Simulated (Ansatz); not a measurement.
# Mg (P6_3/mmc): phonon-mediated transition temperature

What Tc do the phonons of Mg (P6_3/mmc) give, and how does it depend on μ*? The cell shown first is a relaxed one, from steps not shown here.

Method: DFT PBE, scalar-relativistic, plane waves, PAW, in Ansatz 0.2.0.

## Step 1: The cell after earlier relaxation steps

It takes space group P6_3/mmc (No. 194, hexagonal). The conventional cell has a = 3.208 Å, b = 3.208 Å, c = 5.152 Å, α = 90.00°, β = 90.00°, γ = 120.00°. Nearest to Mg lie 12 Mg at 3.17 to 3.21 Å.

## Step 2: Coupling and resistivity: q 6×6×3, k 12×12×6, scattering 24×24×12

The run that gives the couplings also evaluates McMillan's and Allen and Dynes's formulas and, where asked, the Eliashberg equations, over a range of μ*.

Contents of input.yaml:

```yaml
crystal:
  lattice:
    - [3.20784335, 0.0, 0.0]
    - [-1.603921675, 2.7780738325, 0.0]
    - [0.0, 0.0, 5.1520374876]
  atoms:
    - { symbol: Mg, position: [0.3333333333, 0.6666666667, 0.25] }
    - { symbol: Mg, position: [0.6666666667, 0.3333333333, 0.75] }
kpoints:
  mp_grid: { grid: [12, 12, 6] }
hamiltonian:
  xc: pbe
scf:
  occupations: { method: methfessel_paxton, width: 0.2 }
output:
  eigenvalues: true
phonons:
  method: dfpt
  qmesh: [6, 6, 3]
  temperatures: { t_max: 1000, t_step: 50 }
  qpath:
    path:
      - [[0.0, 0.0, 0.0], [0.5, 0.0, 0.0], [0.33333333, 0.33333333, 0.0], [0.0, 0.0, 0.0], [0.0, 0.0, 0.5], [0.5, 0.0, 0.5], [0.33333333, 0.33333333, 0.5], [0.0, 0.0, 0.5]]
      - [[0.5, 0.0, 0.5], [0.5, 0.0, 0.0]]
    npoints: 6
  electrical_resistivity:
    mesh: [24, 24, 12]
    temperatures: [20.0, 50.0, 80.0, 100.0, 150.0, 200.0, 273.0, 300.0, 400.0, 500.0, 600.0, 800.0]
  superconductivity: { mesh: [24, 24, 12] }
```

On the command line:

```
ansatz run input.yaml --threads 16 --pin off --max-ram 122880MiB --backend cuda --events-out ev --progress --plain --runs-dir out
```

Numbers of over 12 decimals in the logs are rounded to 6 here.

The program printed:

```text
Engine: ansatz 0.2.0, aarch64-unknown-linux-gnu
Pseudopotentials: kind: paw
Pseudopotential: Mg, paw, valence charge 10, recommended cutoff 420 eV (normal), Mg.paw.azcp
Functional definition: PBE
  parameter kappa = 0.804
  parameter beta = 0.066725
  exchange = pbe_x(kappa = kappa, mu = beta*pi^2/3)
  correlation = pbe_c(beta = beta)
[...]
Crystal: 2 atoms, lattice volume = 45.913 Å³
Basis set: ecut = 420 eV, 905 PW (Γ), exchange–correlation on 48×48×72 points (8 copies of the dense FFT grid, shifted against one another)
Bands: 14, of which v1, the nominal top of the filled ones, is band 10 counted from 1 (9 counted from 0)
Symmetry: 24 space group operations
k-points: 76 of 864
Non-local potential: Mg, projectors of the file, l = 0: 3, l = 1: 2, l = 2: 1
PAW form: soft (Blöchl's): semilocal exchange-correlation on the pseudo side does not see the compensation charge
PAW one-centre angular grid: Mg, 110 points (default); XC on 64 Gauss nodes
Initial density: superposition of atomic densities (neutral atoms: chi_scale 0, normalization atom), corrected by the library's trained network
Initial wavefunctions: pseudopotential atomic-orbital guess
[...]
Functional: x = pbe(κ = 0.804, μ = 0.219515), c = pbe(β = 0.066725)
SCF iter   1: F=—  HF=-3847.609078 eV  |F-HF|=—  |Δ(HF+E_count)|=         —  Δρ=9.62e-4  dr2=5.21e-4  ethr=1.77e-3  ⟨swp⟩=5.0  Hψ=5341  notcnv=0
preconditioner: auto → none  [metal: Δε(μ)=0.053 eV  Ē_g=6.903 eV  σ=0.200 eV  W_gap=0.22  n_scr=8 (ndim 8)  ℏωp=11.0 eV  f_vac=0.000  D(μ)=0.97/eV (n_scr^D=2)  sad-step TF]
SCF iter   2: F=—  HF=-3847.608991 eV  |F-HF|=—  |Δ(HF+E_count)|=   8.68e-5  S|Δr|=    0.00e0  Δρ=6.62e-4  dr2=2.56e-4  ethr=2.60e-6  ⟨swp⟩=2.1  Hψ=2120  notcnv=0
[...]
SCF iter   8: F=-3847.609066 eV  HF=-3847.609066 eV  |F-HF|=4.55e-13  |Δ(HF+E_count)|=  6.14e-11  S|Δr|=    0.00e0  Δρ=2.50e-8  dr2=1.06e-13  ethr=1.00e-12  ⟨swp⟩=5.0  Hψ=3922  notcnv=0
SCF 1 converged in 8 iterations: F = -3847.609066 eV  dr2 = 1.06e-13
  greatest PAW one-centre occupation: 1.000 electrons in one spin orbital (limit 2), on the Mg atom at site 1 (counted from 0), in its partial waves of l = 0
[...]
NSCF: frozen V_eff on 76 k-points, pencils in batches of 32, up to order 56
[...]
NSCF: frozen V_eff on 76 k-points
[...]
DFPT response loops at q = (0, 0, 0) (fractional): preconditioner auto → Kerker (q_TF=auto, 2.375 Å⁻¹) (partly filled bands, converged f_vac=0.000); β = 1.00, the filter's whole step (`scf.mixing.beta` (0.50) is not read by the response loops under this deck's `scf.mixing.preconditioner`; to damp them name `kerker` or `kerker_dos`, under which they read `scf.mixing.beta`, and type it under 1.00, their step now; both keys bind the ground state too); Anderson in place of MSR1; while a model of the screening serves, it and β = 1 on shorter waves in the place of filter and β
[...]
NSCF: frozen V_eff on 76 k-points
[...]
DFPT response loops at q = (0, 0, 0.333333) (fractional): mixed as the last ones told, above
[...]
DFPT response loops at q = (0, 0.166667, 0) (fractional): mixed as the last ones told, above
[...]
DFPT response loops at q = (0, 0.166667, 0.333333) (fractional): mixed as the last ones told, above
[...]
DFPT response loops at q = (0, 0.333333, 0) (fractional): mixed as the last ones told, above
[...]
DFPT response loops at q = (0, 0.333333, 0.333333) (fractional): mixed as the last ones told, above
[...]
DFPT response loops at q = (0, -0.5, 0) (fractional): mixed as the last ones told, above
[...]
DFPT response loops at q = (0, -0.5, 0.333333) (fractional): mixed as the last ones told, above
[...]
DFPT response loops at q = (0.166667, 0.166667, 0) (fractional): mixed as the last ones told, above
[...]
DFPT response loops at q = (0.166667, 0.166667, 0.333333) (fractional): mixed as the last ones told, above
[...]
DFPT response loops at q = (0.166667, 0.333333, 0) (fractional): mixed as the last ones told, above
[...]
DFPT response loops at q = (0.166667, 0.333333, 0.333333) (fractional): mixed as the last ones told, above
[...]
SCF 2 converged in 8 iterations: F = -3847.609066 eV  dr2 = 1.04e-13
[...]
SCF converged after 8 iterations
[...]
mean free path at 20 K (of a tensor a third of its trace): 30538 nm by what each carries, 20016 by the Fermi surface alone
  mean free path at 50 K (of a tensor a third of its trace): 855 nm by what each carries, 690 by the Fermi surface alone
  mean free path at 80 K (of a tensor a third of its trace): 213 nm by what each carries, 186 by the Fermi surface alone
  Hall coefficient in a weak field at 80 K (a third of the trace): -8.698e-11 m³/C (as a tensor it moves by 39.9 % between the two finest meshes); by each state's relaxation time: -8.979e-11 m³/C; by a constant relaxation time: -5.901e-11 m³/C
  mean free path at 100 K (of a tensor a third of its trace): 128 nm by what each carries, 115 by the Fermi surface alone
  Hall coefficient in a weak field at 100 K (a third of the trace): -8.929e-11 m³/C (as a tensor it moves by 35.3 % between the two finest meshes); by each state's relaxation time: -9.152e-11 m³/C; by a constant relaxation time: -5.875e-11 m³/C
  mean free path at 150 K (of a tensor a third of its trace): 62.5 nm by what each carries, 57.3 by the Fermi surface alone
  Hall coefficient in a weak field at 150 K (a third of the trace): -8.979e-11 m³/C (as a tensor it moves by 25.9 % between the two finest meshes); by each state's relaxation time: -9.056e-11 m³/C; by a constant relaxation time: -5.805e-11 m³/C
  mean free path at 200 K (of a tensor a third of its trace): 41.7 nm by what each carries, 38.6 by the Fermi surface alone
  Hall coefficient in a weak field at 200 K (a third of the trace): -8.923e-11 m³/C (as a tensor it moves by 18.2 % between the two finest meshes); by each state's relaxation time: -8.923e-11 m³/C; by a constant relaxation time: -5.751e-11 m³/C
  mean free path at 273 K (of a tensor a third of its trace): 28.5 nm by what each carries, 26.5 by the Fermi surface alone
  Hall coefficient in a weak field at 273 K (a third of the trace): -8.875e-11 m³/C (as a tensor it moves by 10.8 % between the two finest meshes); by each state's relaxation time: -8.840e-11 m³/C; by a constant relaxation time: -5.720e-11 m³/C
  mean free path at 300 K (of a tensor a third of its trace): 25.6 nm by what each carries, 23.9 by the Fermi surface alone
  Hall coefficient in a weak field at 300 K (a third of the trace): -8.871e-11 m³/C (as a tensor it moves by 9.1 % between the two finest meshes); by each state's relaxation time: -8.832e-11 m³/C; by a constant relaxation time: -5.721e-11 m³/C
  mean free path at 400 K (of a tensor a third of its trace): 18.7 nm by what each carries, 17.5 by the Fermi surface alone
  Hall coefficient in a weak field at 400 K (a third of the trace): -8.902e-11 m³/C (as a tensor it moves by 6.0 % between the two finest meshes); by each state's relaxation time: -8.863e-11 m³/C; by a constant relaxation time: -5.771e-11 m³/C
  mean free path at 500 K (of a tensor a third of its trace): 14.8 nm by what each carries, 13.8 by the Fermi surface alone
  Hall coefficient in a weak field at 500 K (a third of the trace): -8.971e-11 m³/C (as a tensor it moves by 5.2 % between the two finest meshes); by each state's relaxation time: -8.939e-11 m³/C; by a constant relaxation time: -5.866e-11 m³/C
  mean free path at 600 K (of a tensor a third of its trace): 12.3 nm by what each carries, 11.5 by the Fermi surface alone
  Hall coefficient in a weak field at 600 K (a third of the trace): -9.051e-11 m³/C (as a tensor it moves by 5.0 % between the two finest meshes); by each state's relaxation time: -9.028e-11 m³/C; by a constant relaxation time: -5.982e-11 m³/C
  mean free path at 800 K (of a tensor a third of its trace): 9.17 nm by what each carries, 8.62 by the Fermi surface alone
  Hall coefficient in a weak field at 800 K (a third of the trace): -9.201e-11 m³/C (as a tensor it moves by 4.7 % between the two finest meshes); by each state's relaxation time: -9.197e-11 m³/C; by a constant relaxation time: -6.230e-11 m³/C
  the resistivity times a path that all electrons share, by the Fermi surface of the deck's mesh alone (a third of the trace): 1.015e-15 Ω·m²
  not converged in the mesh (λ; λ_tr; the resistivity at 20 K by 18.79 %; the resistivity at 50 K by 25.23 %; the resistivity at 80 K by 34.76 %; the resistivity at 100 K by 37.94 %; the resistivity at 150 K by 41.35 %; the resistivity at 200 K by 42.54 %; the resistivity at 273 K by 43.20 %; the resistivity at 300 K by 43.32 %; the resistivity at 400 K by 43.52 %; the resistivity at 500 K by 43.57 %; the resistivity [...]
  vibrations of 108 cells: unjudged by the run; compare a larger repeat
  the changes of the potential over all sites missed a rigid shift's by 0.00 % (the site terms' by 0.00 %)
  at the force constants' own smearing the fine mesh and the k-points of their solves give squared frequencies that differ by 4.6 % of the larger at the most, at (0, 0, 0.3333)
--- Superconductivity: potentials and phonons of a 6×6×3 supercell ---
           mesh         λ    ħω_log (meV)  μ* declared at (meV)
       24×24×12    0.2479          20.193               22.874
        12×12×6    0.2348          20.662               23.035
          6×6×3    0.2049          21.843               23.466
  λ by the species' shares of the modes' patterns: Mg 0.2479
  with the Fermi level up to 31.2 meV (the hardest mode) off, states and modes as they are: density of states 0.4025 to 0.4147 /eV of one spin and cell, λ 0.2403 to 0.2487
  transition temperature on the deck's mesh (K), isotropic and anisotropic, restricted to the Fermi surface (FSR) and over the full bandwidth (FBW), and the last with the density of states resolved in a narrower window:
        μ*   McMillan   Allen–Dynes      iso. FSR      iso. FBW    aniso. FSR    aniso. FBW  narrow window
      0.08      0.047         0.047    none_found    none_found    none_found    none_found     none_found
      0.10      0.011         0.011    none_found    none_found    none_found    none_found     none_found
      0.12      0.001         0.001    none_found    none_found    none_found    none_found     none_found
      0.13      0.000         0.000    none_found    none_found    none_found    none_found     none_found
      0.14      0.000         0.000    none_found    none_found    none_found    none_found     none_found
      0.16      0.000         0.000    none_found    none_found    none_found    none_found     none_found
      0.20      0.000         0.000    none_found    none_found    none_found    none_found     none_found
  none_found: no transition down to 0.1 K
  isotope coefficients −∂ln Tc/∂ln M under μ* = 0.13, the force constants as they are, of the isotropic transitions restricted to the Fermi surface and over the full bandwidth: Mg - and -
  not converged in the mesh (λ): between neighbouring meshes, the two finest first, λ moves by 5.31 % and 12.73 % and the anisotropic transition temperature over the full bandwidth at μ* = 0.13 by nothing (neither mesh has one) and nothing (neither mesh has one); converged means that the two finest part by at most 2.00 % and 5.00 %
  vibrations of 108 cells: unjudged by the run; compare a larger repeat
  the changes of the potential over all sites missed a rigid shift's by 0.00 % (the site terms' by 0.00 %)
  at the force constants' own smearing the fine mesh and the k-points of their solves give squared frequencies that differ by 4.6 % of the larger at the most, at (0, 0, 0.3333)
```

It took 62 s on 1 × NVIDIA GB200 with 16 threads of Arm Neoverse V2, shared host; peak memory 5.7 GiB; 8.1 min of CPU time.

Reading the cycles: dr2 is the Hartree energy of the density residual (eV), the measure of convergence; HF is the Harris–Foulkes estimate of the energy, which meets the free energy F at convergence.

This step gave:

```
volume per atom                                                                : 22.96 Å³/atom
metallic on mesh                                                               : yes
gap on the k-mesh                                                              : 0 eV
zero-point energy                                                              : 0.06248 eV/cell
share of imaginary modes in the plain interpolation between solved wavevectors : 0
highest frequency, solved or plainly interpolated                              : 256.2 cm⁻¹
Debye temperature (second moment)                                              : 324 K
resistivity at 300 K                                                           : 4.264 μΩ cm, mean of the axes
coupling constant λ                                                            : 0.2479
density of states at the Fermi level                                           : 0.4136 states/eV a spin and cell
log mean phonon energy ħω_log                                                  : 20.19 meV
transport coupling constant λ_tr                                               : 0.2087, 0.2087, 0.206 (xx, yy, zz)
Drude plasma energy                                                            : 7.265, 7.265, 7.641 eV (xx, yy, zz)
resistivity times mean free path                                               : 10.29, 10.29, 9.865 × 10⁻¹⁶ Ω m² (xx, yy, zz)
second-moment phonon energy ħω₂                                                : 22.87 meV
coupling λ by branch                                                           : 0.0234, 0.0301, 0.0343, 0.0367, 0.0623, 0.061 (branches by rank of frequency)
```

An empty cell: under 1 mK by a formula, or no transition down to the floor of the Eliashberg search. Transition temperatures:

| μ* | McMillan Tc (K) | Allen–Dynes Tc (K) |
| --- | --- | --- |
| 0.08 | 0.0466 | 0.047 |
| 0.1 | 0.0109 | 0.011 |
| 0.12 | 0.00139 | 0.0014 |
| 0.13 | - | - |
| 0.14 | - | - |
| 0.16 | - | - |
| 0.2 | - | - |

## Step 3: Coupling and resistivity: q 6×6×3, k 18×18×9, scattering 30×30×16

The next rung changes the k mesh of the density and its response; the scattering mesh, which samples the Fermi surface.

input.yaml: that of step 2 with these lines changed.

```diff
@@ -9,3 +9,3 @@
 kpoints:
-  mp_grid: { grid: [12, 12, 6] }
+  mp_grid: { grid: [18, 18, 9] }
 hamiltonian:
@@ -26,4 +26,4 @@
   electrical_resistivity:
-    mesh: [24, 24, 12]
+    mesh: [30, 30, 16]
     temperatures: [20.0, 50.0, 80.0, 100.0, 150.0, 200.0, 273.0, 300.0, 400.0, 500.0, 600.0, 800.0]
-  superconductivity: { mesh: [24, 24, 12] }
+  superconductivity: { mesh: [30, 30, 16] }
```

The program printed:

```text
[...]
Crystal: 2 atoms, lattice volume = 45.913 Å³
Basis set: ecut = 420 eV, 905 PW (Γ), exchange–correlation on 48×48×72 points (8 copies of the dense FFT grid, shifted against one another)
Bands: 14, of which v1, the nominal top of the filled ones, is band 10 counted from 1 (9 counted from 0)
Symmetry: 24 space group operations
k-points: 185 of 2916
[...]
SCF iter   1: F=—  HF=-3847.605613 eV  |F-HF|=—  |Δ(HF+E_count)|=         —  Δρ=8.97e-4  dr2=4.36e-4  ethr=1.77e-3  ⟨swp⟩=5.0  Hψ=12935  notcnv=0
[...]
SCF iter   2: F=—  HF=-3847.605495 eV  |F-HF|=—  |Δ(HF+E_count)|=   1.18e-4  S|Δr|=    0.00e0  Δρ=6.01e-4  dr2=2.03e-4  ethr=2.18e-6  ⟨swp⟩=1.9  Hψ=5044  notcnv=0
[...]
SCF iter   8: F=-3847.605578 eV  HF=-3847.605578 eV  |F-HF|=1.36e-12  |Δ(HF+E_count)|=  8.87e-11  S|Δr|=    0.00e0  Δρ=4.61e-8  dr2=3.39e-13  ethr=1.00e-12  ⟨swp⟩=5.0  Hψ=9594  notcnv=0
SCF 1 converged in 8 iterations: F = -3847.605578 eV  dr2 = 3.39e-13
[...]
NSCF: frozen V_eff on 185 k-points, pencils in batches of 32, up to order 56
[...]
NSCF: frozen V_eff on 185 k-points
[...]
SCF 2 converged in 8 iterations: F = -3847.605578 eV  dr2 = 3.37e-13
[...]
SCF converged after 8 iterations
[...]
vibrations of 108 cells: unjudged by the run; compare a larger repeat
[...]
--- Superconductivity: potentials and phonons of a 6×6×3 supercell ---
           mesh         λ    ħω_log (meV)  μ* declared at (meV)
       30×30×16    0.2546          20.247               22.890
        15×15×8    0.2445          20.437               22.951
  λ by the species' shares of the modes' patterns: Mg 0.2546
[...]
0.08      0.062         0.063    none_found    none_found    none_found    none_found     none_found
      0.10      0.016         0.016    none_found    none_found    none_found    none_found     none_found
      0.12      0.002         0.002    none_found    none_found    none_found    none_found     none_found
      0.13      0.001         0.001    none_found    none_found    none_found    none_found     none_found
      0.14      0.000         0.000    none_found    none_found    none_found    none_found     none_found
      0.16      0.000         0.000    none_found    none_found    none_found    none_found     none_found
      0.20      0.000         0.000    none_found    none_found    none_found    none_found     none_found
  none_found: no transition down to 0.1 K
[...]
vibrations of 108 cells: unjudged by the run; compare a larger repeat
[...]
```

The job ended after 99 s (1 × NVIDIA GB200 with 16 threads; peak memory 5.8 GiB).

This step gave:

| Quantity | Value |
| --- | --- |
| zero-point energy | 0.06270 eV/cell |
| highest frequency, solved or plainly interpolated | 252.2 cm⁻¹ |
| Debye temperature (second moment) | 325 K |
| resistivity at 300 K | 4.192 μΩ cm, mean of the axes |
| coupling constant λ | 0.2546 |
| density of states at the Fermi level | 0.4215 states/eV a spin and cell |
| log mean phonon energy ħω_log | 20.25 meV |
| transport coupling constant λ_tr | 0.2139, 0.2139, 0.2087 (xx, yy, zz) |
| Drude plasma energy | 7.416, 7.416, 7.878 eV (xx, yy, zz) |
| resistivity times mean free path | 9.981, 9.981, 9.408 × 10⁻¹⁶ Ω m² (xx, yy, zz) |
| second-moment phonon energy ħω₂ | 22.89 meV |
| coupling λ by branch | 0.024, 0.0305, 0.0346, 0.0379, 0.0649, 0.0628 (branches by rank of frequency) |

An empty cell: under 1 mK by a formula, or no transition down to the floor of the Eliashberg search. Transition temperatures:

| μ* | McMillan Tc (K) | Allen–Dynes Tc (K) |
| --- | --- | --- |
| 0.08 | 0.0622 | 0.0627 |
| 0.1 | 0.0162 | 0.0164 |
| 0.12 | 0.00247 | 0.00249 |
| 0.13 | - | - |
| 0.14 | - | - |
| 0.16 | - | - |
| 0.2 | - | - |

The value for the log mean phonon energy ħω_log stays at 20.2 meV, as in step 2 (changed since: k-mesh 18×18×9 and scattering mesh 30×30×16).

[end of part 1 of 2]

[Logs are printed without paths, hosts, clocks, repeated set-up lines and the standing remarks that a program may print on its own settings, such as how far it seeks lower states.]

[Hosts, paths, dates, database ids (printed as entryN), source tags and the programs' standing remarks are cut or masked in the printed files.]
